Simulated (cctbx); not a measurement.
# Reading a Patterson map

Space group C2/c (no. 15), a = 11.7170 Å, b = 8.0180 Å, c = 12.0450 Å, α = 90.00°, β = 108.67°, γ = 90.00°, content Pb8 Tl8 Se20.

Simulated single-crystal data (cctbx): synchrotron X-rays, λ = 0.7749 Å, to d = 0.77 Å, 50 % of the full sphere, strongest reflection 40000 counts, noise from counting, a 4 % proportional error and a noise floor of 15 counts (s.d.); no absorption.

Patterson synthesis, origin scaled to 1000:

```text
Patterson group C 1 2/m 1
      u       v       w   height  length (A)
  0.000   0.000   0.000   1000.0     0.00
  0.000   0.313   0.500    431.9     6.52
  0.185   0.000   0.747    405.5     4.27
  0.122   0.500   0.865    400.0     4.72
  0.185   0.315   0.247    204.4     3.98
  0.122   0.187   0.363    199.2     4.41
  0.067   0.500   0.882    196.5     4.41
  0.192   0.000   0.388    192.6     4.50
  0.243   0.000   0.565    153.5     6.72
  0.106   0.000   0.559    143.5     5.83
  0.089   0.000   0.830    130.6     2.58
  0.213   0.500   0.693    129.2     6.47
  0.104   0.291   0.077    118.7     2.66
  0.063   0.173   0.382     99.1     4.63
```

Q: Assign the vectors.

A peak at u stands for all pairs with xi − xj = u, with weight Σ ZiZj against Σ Z² = 129400 at the origin. Peak heights follow these weights only roughly, since form factors, motion and series ripples differ, all vectors within 0.55 Å of a peak are counted as merged into it though the farther ones add only part of their weight, and F(000) is left out, which lowers the whole map:

| u | v | w | shortest length (Å) | height | 1000 ΣZiZj/ΣZ² | pairs in the cell |
| --- | --- | --- | --- | --- | --- | --- |
| 0.000 | 0.313 | 0.500 | 6.52 | 432 | 464 | 4 × Pb–Pb, 4 × Tl–Tl, 6 × Se–Se |
| 0.185 | 0.000 | 0.747 | 4.27 | 406 | 411 | 8 × Pb–Tl |
| 0.122 | 0.500 | 0.865 | 4.20 | 400 | 411 | 8 × Pb–Tl |
| 0.185 | 0.315 | 0.247 | 3.97 | 204 | 205 | 4 × Pb–Tl |
| 0.122 | 0.187 | 0.363 | 4.41 | 199 | 205 | 4 × Pb–Tl |
| 0.067 | 0.500 | 0.882 | 4.41 | 196 | 203 | 4 × Tl–Tl |
| 0.192 | 0.000 | 0.388 | 4.49 | 193 | 208 | 4 × Pb–Pb |
| 0.243 | 0.000 | 0.565 | 6.48 | 154 | 341 | 16 × Tl–Se |
| 0.106 | 0.000 | 0.559 | 5.83 | 144 | 172 | 8 × Pb–Se |
| 0.089 | 0.000 | 0.830 | 2.58 | 131 | 172 | 8 × Pb–Se |

The table stops at ten peaks or at a height of 45, below which ripples compete. In the model behind the data Pb, the heaviest element, has 1 independent site: (0.9038, 0.1519, 0.5555), up to an allowed shift of origin; the Pb–Pb vectors are differences of these positions and their symmetry mates. Elements of similar Z can't be told apart from the map alone. The whole model:

| atom | mult. | x | y | z | Ueq (Å²) |
| --- | --- | --- | --- | --- | --- |
| Pb1 | 8 | 0.9038 | 0.1519 | 0.5555 | 0.0081 |
| Tl1 | 8 | 0.2196 | 0.6616 | 0.8095 | 0.0090 |
| Se1 | 8 | 0.0088 | 0.8593 | 0.6149 | 0.0161 |
| Se2 | 4 | 0 | 0.6845 | 1/4 | 0.0165 |
| Se3 | 8 | 0.8033 | 0.4489 | 0.4618 | 0.0143 |

The model is made up (kin elements in a known structure type, no relaxation), so it says nothing on whether the phase exists.

[Logs are printed without paths, hosts, clocks, repeated set-up lines and the standing remarks that a program may print on its own settings, such as how far it seeks lower states.]
